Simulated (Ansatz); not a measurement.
# Y2CO2 monolayer: phonons and vibrational spectra, part 3 of 3

Wanted: vibrations and spectra of Y2CO2 monolayer; the cell is already relaxed. After the zone centre comes a 6×6×1 q mesh on a 12×12×1 k mesh.

Ansatz 0.2.0; DFT PBEsol, scalar-relativistic, plane waves, PAW.

So far, highest frequency on the path or at a solved wavevector (cm⁻¹): step 3 (phonons on a q mesh) 537.

**4. Another isotope, element C, natural mass 12.011 amu (continued)**

The same force constants with the mass of C changed from 12.011 to 13.003 u (phonopy, no LO-TO term). Both lists are sorted by frequency; levels can cross, so a row need not hold one and the same mode. Modes under 3 cm⁻¹ are left out. Isotope shifts, by row, the first 40 of 57 rows:

```
         q  rank  natural mass (cm⁻¹)  changed mass (cm⁻¹)
     0 0 0     4                65.22                65.22
     0 0 0     5                65.22                65.22
     0 0 0     6                105.8                105.8
     0 0 0     7                280.3                270.2
     0 0 0     8                280.3                270.2
     0 0 0     9                396.9                387.6
     0 0 0    10                419.7                419.7
     0 0 0    11                429.7                429.7
     0 0 0    12                429.7                429.7
     0 0 0    13                436.5                430.6
     0 0 0    14                443.9                443.6
     0 0 0    15                443.9                443.6
0 0.1667 0     1                39.97                39.89
0 0.1667 0     2                56.28                56.14
0 0.1667 0     3                74.46                74.22
0 0.1667 0     4                86.01                86.01
0 0.1667 0     5                119.8                119.7
0 0.1667 0     6                128.8                128.8
0 0.1667 0     7                266.3                256.6
0 0.1667 0     8                273.8                264.2
0 0.1667 0     9                350.6                343.9
0 0.1667 0    10                385.5                385.5
0 0.1667 0    11                412.9                408.5
0 0.1667 0    12                427.1                427.1
0 0.1667 0    13                439.2                  439
0 0.1667 0    14                463.9                463.9
0 0.1667 0    15                508.8                504.9
0 0.3333 0     1                36.96                36.65
0 0.3333 0     2                77.86                77.81
0 0.3333 0     3                101.7                101.4
0 0.3333 0     4                119.8                119.8
0 0.3333 0     5                  172                171.2
0 0.3333 0     6                192.7                192.5
0 0.3333 0     7                215.9                208.2
0 0.3333 0     8                243.6                  238
0 0.3333 0     9                355.1                347.6
0 0.3333 0    10                373.3                372.8
0 0.3333 0    11                386.7                381.6
0 0.3333 0    12                423.7                423.7
0 0.3333 0    13                429.4                429.4
```

A mode of this element alone would shift by -3.89 %. The highest zone-centre frequency without the field goes from 443.9 to 443.6 cm⁻¹ (-0.1 %). The product of the frequency ratios over all optical modes at Γ is 0.894; the product rule, (m/m′)^(3k/2) (M′/M)^(3/2) with k = 1 such atoms and M the mass of the cell, gives 0.894.

**5. Another isotope, element O, natural mass 15.999 amu**

The same for O, from 16.00 to 18.00 u.

The same force constants with the mass of O changed from 15.999 to 17.999 u (phonopy, no LO-TO term). Both lists are sorted by frequency; levels can cross, so a row need not hold one and the same mode. Modes under 3 cm⁻¹ are left out. Isotope shifts, by row, the first 40 of 57 rows:

```
         q  rank  natural mass (cm⁻¹)  changed mass (cm⁻¹)
     0 0 0     4                65.22                64.65
     0 0 0     5                65.22                64.65
     0 0 0     6                105.8                104.9
     0 0 0     7                280.3                280.3
     0 0 0     8                280.3                280.3
     0 0 0     9                396.9                387.3
     0 0 0    10                419.7                  399
     0 0 0    11                429.7                408.7
     0 0 0    12                429.7                408.7
     0 0 0    13                436.5                422.3
     0 0 0    14                443.9                422.3
     0 0 0    15                443.9                425.5
0 0.1667 0     1                39.97                39.65
0 0.1667 0     2                56.28                55.79
0 0.1667 0     3                74.46                73.78
0 0.1667 0     4                86.01                85.28
0 0.1667 0     5                119.8                119.1
0 0.1667 0     6                128.8                127.6
0 0.1667 0     7                266.3                266.2
0 0.1667 0     8                273.8                273.8
0 0.1667 0     9                350.6                341.4
0 0.1667 0    10                385.5                366.3
0 0.1667 0    11                412.9                398.5
0 0.1667 0    12                427.1                406.1
0 0.1667 0    13                439.2                417.7
0 0.1667 0    14                463.9                440.7
0 0.1667 0    15                508.8                489.6
0 0.3333 0     1                36.96                36.67
0 0.3333 0     2                77.86                77.48
0 0.3333 0     3                101.7                100.9
0 0.3333 0     4                119.8                118.8
0 0.3333 0     5                  172                170.7
0 0.3333 0     6                192.7                190.3
0 0.3333 0     7                215.9                215.9
0 0.3333 0     8                243.6                242.7
0 0.3333 0     9                355.1                345.1
0 0.3333 0    10                373.3                356.8
0 0.3333 0    11                386.7                377.9
0 0.3333 0    12                423.7                402.6
0 0.3333 0    13                429.4                408.3
```

A mode of this element alone would shift by -5.72 %. The highest zone-centre frequency without the field goes from 443.9 to 425.5 cm⁻¹ (-4.1 %). The product of the frequency ratios over all optical modes at Γ is 0.721; the product rule, (m/m′)^(3k/2) (M′/M)^(3/2) with k = 2 such atoms and M the mass of the cell, gives 0.721.

**6. Outcome**

```json
{
  "space group (within 0.01 Å)": "P-3m1",
  "area per atom": "2.11 Å²",
  "electronic character": "no gap on this mesh",
  "highest optical mode at the zone centre (no LO-TO term)": "444 cm⁻¹",
  "lowest optical zone-centre mode": "65.2 cm⁻¹",
  "lowest mode on the q mesh (acoustic modes at Γ apart)": "37.0 cm⁻¹",
  "highest frequency on the path or at a solved wavevector": "537 cm⁻¹",
  "zero-point energy per atom": "51.9 meV",
  "heat capacity at 300 K": "20.9 J/(mol atoms K)",
  "vibrational entropy at 300 K": "25.3 J/(mol atoms K)",
  "imaginary modes on the 6×6×1 q mesh": "none"
}
```

What this shows: The structure is a minimum as far as tested: no mode is imaginary at the 7 irreducible wavevectors of the 6×6×1 mesh, and the softest away from the acoustic zeros lies at 37 cm⁻¹. The optical modes at Γ span 65 to 444 cm⁻¹. The highest mode in this list at Γ, 443.9 cm⁻¹, is mostly motion of O (85 % of the kinetic energy). On the path and the mesh, the widest gap between branches runs from 280 to 344 cm⁻¹. With no gap, or one that is small against the smearing, the frequencies hang on the k mesh and the smearing, most of all near Kohn anomalies. In a sheet or slab the interpolated bending branch near Γ is rough, since the rotational sum rule isn't imposed. The starting cell was built on a prototype and not taken from a measurement. These are harmonic frequencies at zero temperature: anharmonic shifts, linewidths and thermal expansion are left out.

[Logs are printed without paths, hosts, clocks, repeated set-up lines and the standing remarks that a program may print on its own settings, such as how far it seeks lower states.]

[Hosts, paths, dates, database ids (printed as entryN), source tags and the programs' standing remarks are cut or masked in the printed files.]
